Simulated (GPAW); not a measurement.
# AgCl (Chlorargyrite): optical spectrum from first principles, part 2 of 2

Wanted: where AgCl (Chlorargyrite) starts to absorb, how strongly, and its refractive index. The cell comes from an older database entry, whose edges can differ from later determinations, mostly by under a per cent.

GPAW 26.7.0; DFT, revPBE, plane-wave PAW (GPAW data sets), scalar-relativistic, RPA, optical limit.

So far. Step 2 (Ground state): There is a gap, 1.09 eV on this mesh (points off the mesh can give less), so no carriers' term is needed.

The database entry behind the starting cell differs from later determinations by our own check (an axis about 1.4 % short against later determinations), so it need not match the best structure at ambient conditions.

### 4. Dielectric function, RPA

Transitions between filled and empty bands, summed over the zone, give the optical response, so mesh, band count and broadening shape it.

The induced potential is part of this response.

This step: DFT, revPBE, plane-wave PAW (GPAW data sets), scalar-relativistic, RPA, optical limit (GPAW 26.7.0).

Input file df.py:

```python
from gpaw.response.df import DielectricFunction

df = DielectricFunction('full.gpw', frequencies={'type': 'nonlinear', 'domega0': 0.03, 'omega2': 8},
                        ecut=50,
                        eta=0.1,
                        nbands=34,
                        txt='df.txt')
for direction in ['x']:
    df.get_dielectric_function(xc='RPA', direction=direction, filename=f'df_{direction}.csv')
```

Launch:

```bash
OMP_NUM_THREADS=1 python df.py
```

The program printed:

```text
Using integrator: PointIntegrator
NonLinearFrequencyDescriptor(from 0.000 to 89.005 eV, 530 points)
Nonperiodic BCs:  [False False False]
Using integrator: PointIntegrator
NonLinearFrequencyDescriptor(from 0.000 to 89.005 eV, 530 points)
Nonperiodic BCs:  [False False False]

Calculating chi0 body with:
    Ground state adapter containing:
    Number of spins: 1
    Number of kpoints: 1000
    Number of irreducible kpoints: 47
    Number of completely occupied states: 12
    Number of partially occupied states: 12

    Linear response parametrization:
    q_c: [0.0, 0.0, 0.0]
    Number of frequency points: 530
    Planewave cutoff: 50.0
    Number of bands: 34
    Number of planewaves: 27
    Broadening (eta): 0.1

Integrating chi0 body.

Symmetries of q_c:
    Direct symmetries (Uq -> q): 48
    Indirect symmetries (TUq -> q): 0
In total 48 allowed symmetries.

47 groups of equivalent kpoints. 95.3% reduction.

Integral kind: spectral function

Calculating chi0 optical extensions with:
    Ground state adapter containing:
    Number of spins: 1
    Number of kpoints: 1000
    Number of irreducible kpoints: 47
    Number of completely occupied states: 12
    Number of partially occupied states: 12

    Linear response parametrization:
    Number of frequency points: 530
    Planewave cutoff: 50.0
    Number of bands: 34
    Number of planewaves: 27
    Broadening (eta): 0.1
Integrating chi0 head and wings.

Symmetries of q_c:
    Direct symmetries (Uq -> q): 48
    Indirect symmetries (TUq -> q): 0
In total 48 allowed symmetries.

47 groups of equivalent kpoints. 95.3% reduction.

Integral kind: spectral function wings
```

Elapsed: 5.2 s, on 1 thread of Arm Neoverse V2, shared host; peak memory 0.24 GiB.

Read-outs, printed or worked out from the files:

- electronic dielectric constant ε∞, mean over x, y and z (by symmetry where fewer were run): 4.752
- main peak of Im epsilon, first axis: 4.892 eV

Some rows of df_x.csv (energy; Re and Im without local fields; Re and Im with them):

```text
0.000000, 5.103937, -0.000000, 4.752118, -0.000000
0.651243, 5.154171, 0.015758, 4.800437, 0.015169
1.347938, 5.334104, 0.037405, 4.974086, 0.036196
2.095014, 5.747966, 0.079360, 5.376838, 0.077682
2.898142, 6.858258, 0.261008, 6.478279, 0.262344
3.763875, 7.727859, 3.681410, 7.305372, 3.825307
4.699832, 6.596019, 7.271528, 5.805763, 7.170032
5.714917, 2.249294, 3.956068, 1.647621, 3.778601
6.819608, 2.192284, 3.804726, 1.613476, 3.399631
8.026317, 3.572942, 5.152041, 2.835722, 4.007148
9.349861, 0.220038, 4.058294, 0.150082, 3.216154
10.808071, -0.684754, 2.831899, -0.514393, 2.391959
12.422601, -0.783647, 3.000201, 0.344740, 2.252712
14.220012, -0.388550, 1.442721, 0.001102, 1.526195
16.233242, -0.022910, 0.903124, 0.063453, 0.749954
18.503643, 0.141490, 0.948592, 0.514462, 0.688357
21.083856, 0.161414, 0.485974, 0.408690, 0.770766
24.041937, 0.469665, 0.306509, 0.566595, 0.490061
27.467452, 0.532086, 0.339352, 0.681377, 0.474812
```

The Im ε, E ∥ x has structure finer than the step of the table below, so its rows give means over 1 eV, whole bins alone (the curve runs from 0 to 29.9 eV). Peaks (eV: height): 3.8: 3.90, 4.2: 5.40, 4.9: 8.16, 8.4: 4.83, 10.4: 3.49.

Values under the direct gap are tails of Lorentzian lines. Im ε, E ∥ x against photon energy; means over each step:

photon energy (eV), Im ε, E ∥ x and a bar:
```
        1       0.03 
        2       0.07 
        3       0.80 ####
        4       3.43 ################
        5       6.50 ##############################
        6       3.81 ##################
        7       3.09 ##############
        8       3.53 ################
        9       3.79 #################
       10       2.97 ##############
       11       2.24 ##########
       12       2.02 #########
       13       2.00 #########
       14       1.43 #######
       15       1.01 #####
       16       0.89 ####
       17       0.65 ###
       18       0.66 ###
       19       0.65 ###
       20       0.74 ###
       21       0.83 ####
       22       0.63 ###
       23       0.54 ##
       24       0.49 ##
       25       0.50 ##
       26       0.46 ##
       27       0.40 ##
       28       0.49 ##
       29       0.44 ##
```

Re ε, E ∥ x against photon energy:

photon energy (eV), Re ε, E ∥ x and a bar from the least value:
```
        0       4.75 ####################
        1       4.87 #####################
        2       5.31 #######################
        3       6.77 #############################
        4       7.14 ##############################
        5       2.45 ###########
        6       2.33 ###########
        7       1.76 #########
        8       2.98 #############
        9       0.89 #####
       10       0.87 #####
       11      -0.38 
       12       0.52 ####
       13       0.14 ##
       14       0.03 ##
       15       0.05 ##
       16       0.05 ##
       17       0.22 ##
       18       0.52 ####
       19       0.59 ####
       20       0.67 ####
       21       0.40 ###
       22       0.43 ###
       23       0.45 ###
       24       0.56 ####
       25       0.54 ####
       26       0.54 ####
       27       0.67 ####
       28       0.60 ####
       29       0.59 ####
```

The loss function −Im 1/ε at q → 0, E ∥ x has structure finer than the step of the table below, so its rows give means over 1 eV, whole bins alone (the curve runs from 0 to 29.9 eV). Peaks (eV: height): 11.3: 0.620, 15.1: 1.09, 17.1: 1.48, 22.9: 1.10, 28.7: 0.929.

Values under the direct gap are tails of Lorentzian lines. The loss function −Im 1/ε at q → 0, E ∥ x by energy loss; means over each step:

| energy loss (eV) | loss function −Im 1/ε at q → 0, E ∥ x |
| --- | --- |
| 1 | 0.00105 |
| 2 | 0.00257 |
| 3 | 0.0149 |
| 4 | 0.0544 |
| 5 | 0.119 |
| 6 | 0.211 |
| 7 | 0.245 |
| 8 | 0.193 |
| 9 | 0.256 |
| 10 | 0.327 |
| 11 | 0.463 |
| 12 | 0.471 |
| 13 | 0.497 |
| 14 | 0.689 |
| 15 | 0.974 |
| 16 | 1.12 |
| 17 | 1.25 |
| 18 | 0.965 |
| 19 | 0.846 |
| 20 | 0.745 |
| 21 | 0.930 |
| 22 | 1.06 |
| 23 | 1.05 |
| 24 | 0.894 |
| 25 | 0.869 |
| 26 | 0.899 |
| 27 | 0.690 |
| 28 | 0.762 |
| 29 | 0.799 |

The reflectivity at normal incidence, E ∥ x has structure finer than the step of the table below, so its rows give means over 1 eV, whole bins alone (the curve runs from 0 to 29.9 eV). Peaks (eV: height): 3.7: 24.9, 4.2: 27.4, 4.9: 32.7, 9.3: 25.6, 10.7: 28.9, 13.5: 25.7, 14.5: 24.7.

The reflectivity at normal incidence, E ∥ x by photon energy; means over each step:

| photon energy (eV) | reflectivity at normal incidence, E ∥ x (%) |
| --- | --- |
| 1 | 14.2 |
| 2 | 15.7 |
| 3 | 20.0 |
| 4 | 23.9 |
| 5 | 29.6 |
| 6 | 20.2 |
| 7 | 16.7 |
| 8 | 18.2 |
| 9 | 23.5 |
| 10 | 20.3 |
| 11 | 23.3 |
| 12 | 15.4 |
| 13 | 20.3 |
| 14 | 20.9 |
| 15 | 17.0 |
| 16 | 14.9 |
| 17 | 9.39 |
| 18 | 5.73 |
| 19 | 4.64 |
| 20 | 4.56 |
| 21 | 7.52 |
| 22 | 6.40 |
| 23 | 5.41 |
| 24 | 3.91 |
| 25 | 3.78 |
| 26 | 3.82 |
| 27 | 2.44 |
| 28 | 3.07 |
| 29 | 3.16 |

The refractive index n and extinction k by photon energy:

| photon energy (eV) | n | k |
| --- | --- | --- |
| 0 | 2.18 | 0 |
| 1 | 2.21 | 0.00559 |
| 2 | 2.30 | 0.0152 |
| 3 | 2.60 | 0.0674 |
| 4 | 2.71 | 0.425 |
| 5 | 2.19 | 1.53 |
| 6 | 1.80 | 0.961 |
| 7 | 1.58 | 0.864 |
| 8 | 1.98 | 0.968 |
| 9 | 1.57 | 1.25 |
| 10 | 1.36 | 0.994 |
| 11 | 0.950 | 1.13 |
| 12 | 1.13 | 0.868 |
| 13 | 1.03 | 0.961 |
| 14 | 0.815 | 0.800 |
| 15 | 0.702 | 0.666 |
| 16 | 0.702 | 0.664 |
| 17 | 0.653 | 0.454 |
| 18 | 0.832 | 0.415 |
| 19 | 0.848 | 0.356 |
| 20 | 0.905 | 0.384 |
| 21 | 0.805 | 0.502 |
| 22 | 0.768 | 0.398 |
| 23 | 0.760 | 0.350 |
| 24 | 0.810 | 0.303 |
| 25 | 0.797 | 0.306 |
| 26 | 0.793 | 0.291 |
| 27 | 0.850 | 0.231 |
| 28 | 0.829 | 0.289 |
| 29 | 0.806 | 0.252 |

Optical constants at common wavelengths, from n + ik = √ε:

| wavelength (nm) | n | k | R (%) | 1/α |
| --- | --- | --- | --- | --- |
| 1550 | 2.20 | 0.004 | 14.0 | 28 µm |
| 1064 | 2.22 | 0.007 | 14.3 | 13 µm |
| 633 | 2.30 | 0.015 | 15.5 | 3.4 µm |
| 532 | 2.36 | 0.022 | 16.4 | 2.0 µm |
| 405 | 2.64 | 0.082 | 20.4 | 391 nm |
| 248 | 2.19 | 1.529 | 30.0 | 13 nm |
| 193 | 1.72 | 1.112 | 20.3 | 14 nm |

Below the direct gap, k and the depth come from the tails of the Lorentzian lines, not from transitions.

Rows near the edge hang on the gap, which this functional as a rule makes too small, and phonon-assisted absorption is left out.

### 5. What came out

```json
{
  "electronic dielectric constant ε∞, mean over x, y and z (by symmetry where fewer were run) (RPA)": "4.75",
  "main peak of Im epsilon, first axis": "4.89 eV"
}
```

What this shows: At this level (revPBE, RPA) AgCl has ε∞ = 4.75 and n = 2.20 at 1550 nm, and Im ε peaks at 4.9 eV. On the mesh the gap is 1.01 eV and the least direct gap 3.36 eV, so on this mesh the band edges lie at different points. Local fields change the static value along x from 5.10 to 4.75 (-7 %). Distinct maxima of Im ε, read by a parabola through the highest points, lie at 4.25 eV (5.4), 4.89 eV (8.2), 5.30 eV (6.4) and 8.40 eV (4.8). Excitons and phonon-assisted transitions are missing; revPBE gaps are as a rule too small, which pulls the onset down and ε∞ up. The sum runs over mesh points, so small or evenly spaced maxima can still be ripples of the mesh. In this version of GPAW the matrix elements of the optical limit are incomplete, which can lower ε − 1 by up to a tenth where first-row anions or d states rule, and shift it by more in d metals.

[Machine, clock and banner lines and Python warnings are left out of the logs.]

[Logs are printed without paths, hosts, clocks, repeated set-up lines and the standing remarks that a program may print on its own settings, such as how far it seeks lower states.]

[Hosts, paths, dates, database ids (printed as entryN), source tags and the programs' standing remarks are cut or masked in the printed files.]
